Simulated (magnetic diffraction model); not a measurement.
# HoTmFe2Cu5Ni3 below its ordering temperature

Space group Pmm2 (no. 25), a = 4.0370 Å, b = 5.0520 Å, c = 8.8280 Å.

| site | atom | x | y | z |
| --- | --- | --- | --- | --- |
| 1a | Tm | 0 | 0 | 0.5031 |
| 1b | Ho | 0 | 1/2 | 0.9978 |
| 2h | Cu | 1/2 | 0.7547 | 0.7499 |
| 2h | Cu | 1/2 | 0.2582 | 0.2477 |
| 1b | Cu | 0 | 1/2 | 0.6602 |
| 1c | Ni | 1/2 | 0 | 0.9925 |
| 1d | Ni | 1/2 | 1/2 | 0.5014 |
| 1a | Ni | 0 | 0 | 0.1735 |
| 1a | Fe | 0 | 0 | 0.8305 |
| 1b | Fe | 0 | 1/2 | 0.3332 |

This is a made-up structure (elements placed in a structure type, unrelaxed), so the numbers test the method and describe no known phase.

Only Tm and Ho are taken to order (form factors of Tm3+ and Ho3+); orders and moment sizes are assumed, and not adapted to the symmetry. Radiation: neutrons of λ = 2.567 Å, 3° to 75°; isotropic B of 0.41 Å² (Tm), 0.41 Å² (Ho), 0.75 Å² (Cu), 0.74 Å² (Ni) and 0.72 Å² (Fe). The intensities are simulated: I ∝ L Σ (|F_N|² + |F_M⊥|²) for unpolarised neutrons, with F_M = 2.695 fm/μB × Σ f(s) S exp(2πi Q·r) exp(−B s²) at Q = H ± k (one set where k and −k are equivalent), only the part normal to Q counting and L = 1/(sin²θ cos θ). For a modulated order the moment at position r is S exp(−2πi k·r) + c.c., with S = m/2 for a sine wave of amplitude m and S = m(u + iv)/2 for moments turning in a plane, u and v being orthogonal unit vectors in it; the phase factor of the sum at Q = H + k is then exp(2πi H·r). Form factors are spin-only for 3d ions and dipole or tabulated for f ions, scattering lengths are Sears's of 1992, and absorption is left out. A label names one of the reflections at its angle. The strongest nuclear line in the range is 100, and lines under 0.2 are left out.

Above the ordering temperature:

```tsv
2θ (°)	index	I
16.72	(0 0 1)	0.4
33.81	(0 0 2)	3.6
34.04	(0 1 1)	19.8
40.93	(1 0 1)	0.2
45.43	(0 1 2)	0.3
51.04	(1 0 2)	0.7
51.21	(1 1 1)	10.4
60.02	(1 1 2)	0.7
60.63	(0 1 3)	12.5
61.08	(0 2 0)	11.0
71.12	(0 0 4)	12.0
71.67	(0 2 2)	22.2
73.25	(1 1 3)	100.0
73.65	(1 2 0)	36.7
```

Below it (cell unchanged):

| 2θ (°) | I |
| --- | --- |
| 16.72 | 0.4 |
| 16.84 | 5.6 |
| 27.42 | 1.0 |
| 31.46 | 0.8 |
| 32.29 | 11.6 |
| 33.81 | 3.6 |
| 33.87 | 10.5 |
| 34.04 | 19.8 |
| 35.83 | 9.4 |
| 37.13 | 17.4 |
| 40.93 | 0.2 |
| 40.98 | 3.2 |
| 44.07 | 0.8 |
| 45.43 | 0.3 |
| 46.73 | 1.1 |
| 46.85 | 0.7 |
| 49.39 | 0.9 |
| 49.97 | 14.7 |
| 51.04 | 0.7 |
| 51.09 | 13.8 |
| 51.21 | 10.4 |
| 51.76 | 0.6 |
| 52.51 | 12.8 |
| 58.83 | 1.7 |
| 58.91 | 1.2 |
| 59.53 | 3.3 |
| 60.02 | 0.7 |
| 60.63 | 12.5 |
| 61.08 | 11.0 |
| 61.20 | 1.1 |
| 61.62 | 0.4 |
| 61.80 | 3.0 |
| 63.35 | 1.4 |
| 65.37 | 0.9 |
| 66.03 | 0.3 |
| 69.60 | 2.4 |
(The table stops after 36 lines; 10 more lie at higher angle.)

**Question.** Find the propagation vector, then choose among these models:
A. a sine wave with moments along [010] (amplitudes given), 4.3 μB on Tm and 9.1 μB on Ho; signs + at (0, 0, 0.5031), + at (0, 1/2, 0.9978)
B. moments turning in the plane of [010] and [001], 4.3 μB on Tm and 9.1 μB on Ho; signs + at (0, 0, 0.5031), + at (0, 1/2, 0.9978)
C. a sine wave with moments along [100] (amplitudes given), 4.3 μB on Tm and 9.1 μB on Ho; signs + at (0, 0, 0.5031), + at (0, 1/2, 0.9978)
D. moments turning in the plane of [001] and [100], 4.3 μB on Tm and 9.1 μB on Ho; signs + at (0, 0, 0.5031), + at (0, 1/2, 0.9978)

The new lines index as (0 0.067 1) at 16.84°, (0 0.933 0) at 27.42°, (0 1.067 0) at 31.46° and (0 0.933 1) at 32.29°, that is as H ± k with k = (0 0.067 0). Satellites come in pairs about each point of the reciprocal lattice. Below the range, at 1.95°, lies the magnetic line (0 0.067 0) with 1649.

Magnetic intensity, observed (below minus above) and for each model:

| 2θ (°) | index | observed | A | B | C | D |
| --- | --- | --- | --- | --- | --- | --- |
| 32.29 | (0 0.933 1) | 11.6 | 3.2 | 11.6 | 11.6 | 20.1 |
| 35.83 | (0 1.067 1) | 9.4 | 2.1 | 9.4 | 9.4 | 16.7 |
| 37.13 | (1 0.067 0) | 17.4 | 8.7 | 17.4 | <0.2 | 8.7 |
| 49.97 | (1 0.933 1) | 14.7 | 6.4 | 14.7 | 4.1 | 12.3 |
| 51.09 | (1 0.067 2) | 13.8 | 8.9 | 13.8 | 4.1 | 9.0 |
| 52.51 | (1 1.067 1) | 12.8 | 5.3 | 12.8 | 4.1 | 11.7 |
| 58.83 | (0 1.933 0) | 1.7 | <0.2 | 1.7 | 1.7 | 3.4 |
| 69.60 | (0 1.933 2) | 2.4 | 0.6 | 2.4 | 2.4 | 4.1 |

Model B matches.

The structure used: k = (0 0.067 0), moments turning in the plane of [010] and [001], 4.3 μB on Tm and 9.1 μB on Ho; signs + at (0, 0, 0.5031), + at (0, 1/2, 0.9978).

[Logs are printed without paths, hosts, clocks, repeated set-up lines and the standing remarks that a program may print on its own settings, such as how far it seeks lower states.]
